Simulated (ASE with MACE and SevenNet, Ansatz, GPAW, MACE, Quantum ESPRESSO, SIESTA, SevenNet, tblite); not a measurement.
**Running glassy 80SiO2-20Li2O (mol %) (75 atoms) with machine-learned potentials**

Wanted: machine-learned potentials inputs and outputs for glassy 80SiO2-20Li2O (mol %) (75 atoms), checked against a plane-wave reference.

Program: ASE with MACE and SevenNet. Level of theory: the method is named at each step. Results are calculated unless marked as measured.

### 1. The structure

The cell holds 75 atoms: 20 Si, 10 Li and 45 O. Its edges and angles: a = 9.737 Å, b = 9.737 Å, c = 9.737 Å, α = 90.0°, β = 90.0°, γ = 90.0°. 75 atoms (20 Si, 10 Li, 45 O) placed at random at 2.26 g/cm³, melted at 4000 K for 10 ps at fixed volume with the Morse and Coulomb pair potential with partial charges (Pedone, Malavasi, Menziani, Cormack and Segre, J. Phys. Chem. B 110, 11780 (2006)). Quenched from 1800 K to 300 K at 20 K/ps and fixed volume, held 10 ps at zero pressure. Then every atom was moved at random, 0.02 Å r.m.s. a Cartesian component.

The yardstick, on the same geometry:

```
method                                           : Kohn-Sham DFT, PBE, SSSP efficiency 1.3.0 pseudopotentials, plane waves (Quantum ESPRESSO 7.5); sssp-pbe-1.3.0-efficiency, cutoffs 60/480 Ry, Γ point
r.m.s. force component                           : 1.565 eV/Å
longest force                                    : 8.28 eV/Å
pressure                                         : 6.999 GPa
gap (highest filled to lowest empty level) : 3.359 eV
time                                             : 5.5 min on 2 MPI ranks of Arm Neoverse N1, shared host
CPU time                                         : 11 min
```

### 2. MACE MP-0b2 small potential

Method: machine-learned interatomic potential MACE MP-0b2 small, trained on PBE(+U) plane-wave data.

run.py reads:

```python
import numpy as np
from ase.io import read
import mlip  # loads the published weights by name

atoms = read("structure.xyz")
atoms.calc = mlip.calc("mace-mp-0b2-small")
energy = atoms.get_potential_energy()
forces = atoms.get_forces()
print(f"energy {energy:.6f} eV")
print("forces (eV/A)")
for i, (a, f) in enumerate(zip(atoms, forces)):
    print(f"{i:4d} {a.symbol:2s} {f[0]:10.5f} {f[1]:10.5f} {f[2]:10.5f}")
stress = -atoms.get_stress(voigt=False) * 160.21766
print("stress (GPa, compression positive)")
for row in stress:
    print(" ".join(f"{x:10.4f}" for x in row))
```

structure.xyz reads:

```xyz
75
Lattice="9.73665 0.00000 0.00000 0.00000 9.73665 0.00000 0.00000 0.00000 9.73665" Properties=species:S:1:pos:R:3 pbc="T T T"
Si 9.69566 3.57948 5.95620
Si 9.31875 4.46474 0.69004
Si 4.98351 5.83245 1.16986
Si 7.05118 0.82022 9.43881
Si 0.06261 1.95307 8.53378
Si 6.79365 8.22134 1.55046
Si 4.28111 9.53539 8.25863
Si 1.70907 9.17660 0.00399
Si 0.54331 0.38927 2.61731
Si 5.93975 2.88370 1.77791
Si 7.70607 6.83844 4.04908
Si 8.04773 5.56635 7.79399
Si 4.74116 5.76468 4.04782
Si 2.78381 2.68770 1.83302
Si 3.66614 0.72548 5.49907
Si 1.09216 6.80105 7.83411
Si 2.89772 4.49911 8.95168
Si 2.71838 3.64667 4.62325
Si 2.63717 7.64395 4.92343
Si 8.37848 2.77251 3.16178
Li 5.97976 7.54405 6.25911
Li 9.40395 8.53807 5.40150
Li 5.21992 0.95887 3.21631
Li 2.60601 2.34653 7.21388
Li 0.76851 5.22994 3.37618
Li 4.83678 6.35122 8.14578
Li 5.28603 4.34011 6.74691
Li 0.27944 7.02908 2.33777
Li 6.85421 9.67804 4.57145
Li 2.36484 6.18453 1.96778
O 6.57545 2.02026 0.65752
O 8.66143 3.91189 2.11324
O 6.48276 5.80080 7.52030
O 3.99991 5.63752 9.65136
O 8.97505 6.00634 4.21431
O 7.41913 9.16930 0.44448
O 3.26791 9.53257 9.59216
O 5.91969 9.09471 2.55363
O 0.51770 2.40680 7.02382
O 1.93204 6.93619 3.66478
O 8.98897 1.40383 2.40203
O 4.09543 4.46932 4.73065
O 1.74656 7.32352 6.30166
O 3.53509 0.63152 7.07572
O 6.74477 2.69861 3.11962
O 3.02508 9.20805 4.83444
O 6.35716 5.88425 4.00381
O 7.46606 7.88562 5.10152
O 9.00124 2.94845 4.61118
O 1.77606 1.44541 2.14781
O 0.94669 9.01886 1.39390
O 3.70587 3.93614 7.69682
O 5.16296 0.91486 5.16938
O 4.34517 2.37302 2.03311
O 7.82233 7.47434 2.56181
O 2.32005 3.77217 3.01719
[... 15 atom lines left out ...]
O 0.30651 9.67443 4.04139
O 8.69132 4.38422 6.80173
O 4.50135 8.08911 7.67297
O 9.22995 6.70768 7.65018
```

Run with:

```sh
> OMP_NUM_THREADS=1 python run.py > output.txt
```

The program printed:

```text
energy -537.589074 eV
forces (eV/A)
   0 Si    0.13844   -2.05413   -1.00250
   1 Si   -3.14887   -4.88654   -1.25382
   2 Si    2.59110   -1.67667   -1.76895
   3 Si   -0.94921   -0.47533   -0.21257
   4 Si   -1.46651   -1.42600    0.46564
   5 Si    0.34151    2.93417    3.97579
   6 Si   -0.62250   -2.01068    0.59983
   7 Si    0.04510    2.60072   -1.04967
   8 Si    0.72204    2.44045   -2.25850
   9 Si   -2.65629    1.99435   -1.38347
  10 Si   -0.51828   -2.32984   -2.59783
  11 Si    0.56068   -0.97759    1.59041
  12 Si    2.20735    0.57548   -1.41608
  13 Si   -1.75624   -0.77133    0.84090
  14 Si    1.16222    1.10048   -1.06143
  15 Si    0.63259   -0.94473   -3.85121
  16 Si    1.93869    1.18694   -0.93429
  17 Si   -1.34673   -0.81047   -0.68602
  18 Si   -1.35550   -1.02266    0.19872
  19 Si    1.04616   -2.27268   -1.43064
  20 Li   -0.22962    0.15255    0.38947
  21 Li    0.04429   -0.34206   -0.29912
  22 Li   -0.26043   -0.70434    0.20842
  23 Li    0.07719    0.09896    0.08679
[...]
67 O     5.63383    4.91435    3.13718
  68 O    -1.94007   -2.91082   -2.90067
  69 O    -0.13572   -0.27700    1.14114
  70 O     0.50944   -0.71243   -0.80269
  71 O     0.15628   -2.09394    2.87219
  72 O    -1.97895    1.42247    1.31330
  73 O     0.56859   -1.23106   -0.61087
  74 O    -0.58244    0.80979   -0.33315
stress (GPa, compression positive)
    6.4029     0.1685     1.0051
    0.1685     8.4870     1.6499
    1.0051     1.6499     6.5572
```

It took 11 s on 1 thread of Arm Neoverse N1, shared host; peak memory 0.67 GiB.

Banners, paths, timers and routine set-up lines are dropped from the logs unmarked, and long logs keep their key lines alone; longer cuts are marked.

Compared with the plane-wave run:

```yaml
r_m_s_force_component: 1.498 eV/Å
r_m_s_difference_of_force_components: 109.3 meV/Å
longest_difference_of_force_vectors: 681.5 meV/Å
force_difference_over_r_m_s_force: 6.984 %
slope_of_forces_against_the_reference_s: 0.9558
correlation_of_force_components: 0.9984
pressure: 7.149 GPa
pressure_difference: 0.1497 GPa
```

Length of the force difference by element (eV/Å):

| element | atoms | mean | most |
| --- | --- | --- | --- |
| Li | 10 | 0.15 | 0.24 |
| O | 45 | 0.14 | 0.32 |
| Si | 20 | 0.23 | 0.68 |

A closer look about O74, picked at random: 9 atoms, nearest first, numbered in the order of the input, with positions taken from that point.

| atom | x | y | z | distance (Å) | Fx | Fy | Fz (eV/Å) |
| --- | --- | --- | --- | --- | --- | --- | --- |
| O74 | 0.00 | 0.00 | 0.00 | 0.00 | 0.57 | -1.23 | -0.61 |
| Si7 | -0.22 | 1.45 | 0.59 | 1.58 | -0.62 | -2.01 | 0.60 |
| Li26 | 0.34 | -1.74 | 0.47 | 1.83 | 0.05 | 0.83 | -0.08 |
| Li21 | 1.48 | -0.55 | -1.41 | 2.12 | -0.23 | 0.15 | 0.39 |
| O44 | -0.97 | 2.28 | -0.60 | 2.55 | -1.68 | 1.73 | 2.02 |
| O64 | 1.17 | 2.05 | 1.03 | 2.58 | 1.00 | 1.44 | -0.46 |
| O37 | -1.23 | 1.44 | 1.92 | 2.70 | 1.20 | 0.16 | 0.36 |
| O33 | 1.98 | -2.29 | -0.15 | 3.03 | 0.46 | -0.07 | -0.75 |
| O65 | -0.42 | -1.22 | -2.77 | 3.05 | 0.44 | 2.27 | 2.39 |

Atoms are counted from 1 here, from 0 in the log.

Forces lie 7.0 % from the reference's, at 0.017 times its CPU time (on 1 against 2 cores).

### 3. MACE MPA-0 medium potential

Method: machine-learned interatomic potential MACE MPA-0 medium, trained on PBE(+U) plane-wave data.

Changes to run.py since step 2:

```diff
@@ -5,3 +5,3 @@
 atoms = read("structure.xyz")
-atoms.calc = mlip.calc("mace-mp-0b2-small")
+atoms.calc = mlip.calc("mace-mpa-0-medium")
 energy = atoms.get_potential_energy()
```

structure.xyz is that of step 2.

The program printed:

```text
energy -536.540643 eV
forces (eV/A)
   0 Si    0.13592   -2.16901   -1.12263
   1 Si   -3.17272   -4.82168   -1.25347
   2 Si    2.69407   -1.79835   -1.79813
   3 Si   -1.02299   -0.60766   -0.14451
   4 Si   -1.51549   -1.45090    0.56939
   5 Si    0.24970    2.98150    4.17985
   6 Si   -0.61676   -2.10750    0.53260
   7 Si    0.10027    2.65512   -1.15513
   8 Si    0.74394    2.41820   -2.14709
   9 Si   -2.89937    2.29718   -1.53695
  10 Si   -0.35606   -2.46685   -2.67311
  11 Si    0.74505   -1.11084    1.78529
  12 Si    2.24512    0.67976   -1.53339
  13 Si   -1.78828   -0.69456    0.70282
  14 Si    1.34348    1.04819   -1.11492
  15 Si    0.76763   -0.97984   -3.93906
  16 Si    2.02386    1.24286   -0.85560
  17 Si   -1.27711   -0.89781   -0.91939
  18 Si   -1.38265   -0.98435    0.15204
  19 Si    1.17371   -2.40820   -1.59581
  20 Li   -0.28719    0.18239    0.38958
  21 Li    0.01153   -0.34578   -0.28667
  22 Li   -0.37128   -0.82014    0.21973
  23 Li    0.06506    0.08947    0.17187
[...]
67 O     5.80599    4.96557    3.29932
  68 O    -1.95236   -2.98547   -3.05638
  69 O    -0.25259   -0.26611    1.30055
  70 O     0.52104   -0.76880   -0.82857
  71 O     0.16766   -2.14090    2.86256
  72 O    -2.04275    1.44829    1.31736
  73 O     0.57135   -1.20389   -0.66361
  74 O    -0.72965    0.81790   -0.40969
stress (GPa, compression positive)
    6.3963    -0.0384     0.8537
   -0.0384     8.5328     1.8009
    0.8537     1.8009     6.4422
```

Elapsed: 13 s, on 1 thread; peak memory 1 GiB.

Against the reference:

| Quantity | Value |
| --- | --- |
| r.m.s. force component | 1.543 eV/Å |
| r.m.s. difference of force components | 75.58 meV/Å |
| longest difference of force vectors | 468.3 meV/Å |
| force difference over r.m.s. force | 4.831 % |
| slope of forces against the reference's | 0.9852 |
| correlation of force components | 0.9989 |
| pressure | 7.124 GPa |
| pressure difference | 0.1245 GPa |

Against the first run (7.0 %), the force difference from the reference is 4.8 %, at 1.2 times the CPU time.

### 4. SevenNet l3i5 potential

Method: machine-learned interatomic potential SevenNet l3i5, trained on PBE(+U) plane-wave data.

Changes to run.py since step 3:

```diff
@@ -5,3 +5,3 @@
 atoms = read("structure.xyz")
-atoms.calc = mlip.calc("mace-mpa-0-medium")
+atoms.calc = mlip.calc("7net-l3i5")
 energy = atoms.get_potential_energy()
```

structure.xyz is that of step 3.

The program printed:

```text
energy -536.753113 eV
forces (eV/A)
   0 Si    0.07928   -2.04094   -1.02434
   1 Si   -3.13786   -4.76592   -1.23754
   2 Si    2.80046   -1.65456   -1.85892
   3 Si   -1.01255   -0.56653   -0.04523
   4 Si   -1.51365   -1.46700    0.52588
   5 Si    0.08320    3.08657    4.24402
   6 Si   -0.49036   -2.31283    0.54996
   7 Si    0.14813    2.72481   -1.09242
   8 Si    0.70767    2.44336   -2.19388
   9 Si   -2.69209    2.09402   -1.54595
  10 Si   -0.16477   -2.37408   -2.57949
  11 Si    0.57889   -1.07156    1.74801
  12 Si    2.20716    0.72113   -1.62494
  13 Si   -1.69642   -0.84605    0.77060
  14 Si    1.36004    1.06081   -1.11380
  15 Si    0.60581   -0.94042   -3.98844
  16 Si    2.03588    1.29866   -0.83949
  17 Si   -1.33146   -0.85678   -0.89057
  18 Si   -1.45058   -1.00511    0.11409
  19 Si    1.08487   -2.36642   -1.59472
  20 Li   -0.26241    0.14393    0.40298
  21 Li    0.03187   -0.38032   -0.41856
  22 Li   -0.26084   -0.89401    0.11223
  23 Li    0.06445    0.10654    0.14523
[...]
67 O     5.75451    4.84957    3.14757
  68 O    -2.03160   -3.04528   -2.99740
  69 O    -0.21573   -0.23188    1.25875
  70 O     0.54117   -0.73117   -0.87637
  71 O     0.15568   -2.18990    2.98245
  72 O    -1.95977    1.40167    1.29466
  73 O     0.57710   -1.18425   -0.62350
  74 O    -0.61740    0.87101   -0.38129
stress (GPa, compression positive)
    6.1493     0.0530     1.0377
    0.0530     8.3171     1.7289
    1.0377     1.7289     6.2858
```

The job ended after 16 s (1 thread; peak memory 1.4 GiB).

Against the reference:

```yaml
r_m_s_force_component: 1.533 eV/Å
r_m_s_difference_of_force_components: 61.18 meV/Å
longest_difference_of_force_vectors: 321.8 meV/Å
force_difference_over_r_m_s_force: 3.91 %
slope_of_forces_against_the_reference_s: 0.9791
correlation_of_force_components: 0.9994
pressure: 6.917 GPa
pressure_difference: -0.0819 GPa
```

Against the first run (7.0 %), the force difference from the reference is 3.9 %, at 1.5 times the CPU time.

### 5. Side by side

Differences are against the plane-wave reference, forces as r.m.s. over components; share is that over the reference's r.m.s. force, slope the least-squares factor from reference forces to these. Total energies of different programs have different zeros and aren't compared.

| run | Δ force, r.m.s. (meV/Å) | share (%) | slope | Δ pressure (GPa) | cores | CPU time | memory (GiB) |
| --- | --- | --- | --- | --- | --- | --- | --- |
| reference | - | - | - | - | 2 | 11 min | 2.7 |
| MACE MP-0b2 small potential | 109 | 6.98 | 0.956 | 0.150 | 1 | 11 s | 0.67 |
| MACE MPA-0 medium potential | 75.6 | 4.83 | 0.985 | 0.124 | 1 | 13 s | 1.0 |
| SevenNet l3i5 potential | 61.2 | 3.91 | 0.979 | -0.0819 | 1 | 16 s | 1.4 |

Times of the machine-learned potentials are mostly Python's start and the loading of weights.

CPU time is summed over cores on a shared host, where runs went side by side, so it is rough. Symmetry, cutoffs, thresholds, outputs and thread counts weren't matched or tuned between programs; memory under MPI is the largest rank's times the ranks.

### 6. Summary of results

| Quantity | Value |
| --- | --- |
| nearest in forces | SevenNet l3i5 potential, 3.9 % |
| its CPU time | 16 s |

Machine-learned potentials differ by 3.9 % (SevenNet l3i5 potential) to 7.0 % (MACE MP-0b2 small potential); they were trained on other programs' data. The reference's pressure holds the uncorrected Pulay stress of its 60 Ry basis, so small pressure differences, and their order, may be the reference's own error. Machine-learned potentials mimic data converged in k, so the reference's own k-point error enters their differences. The quench rate of 20 K/ps is many orders above laboratory rates, so the cell is likely richer in defects and strain than a real sample. The network of bonds at the start is that of the classical potential that made the cell, and needn't be the one that DFT or experiment would give. The electronic-structure runs sample only Γ, in a cell whose shortest periodic width is 10 Å.

[Also dropped from logs without a mark: logging warnings of Python, and SIESTA's first energy breakdown and zero terms.]

[Logs are printed without paths, hosts, clocks, repeated set-up lines and the standing remarks that a program may print on its own settings, such as how far it seeks lower states.]

[Hosts, paths, dates, database ids (printed as entryN), source tags and the programs' standing remarks are cut or masked in the printed files.]
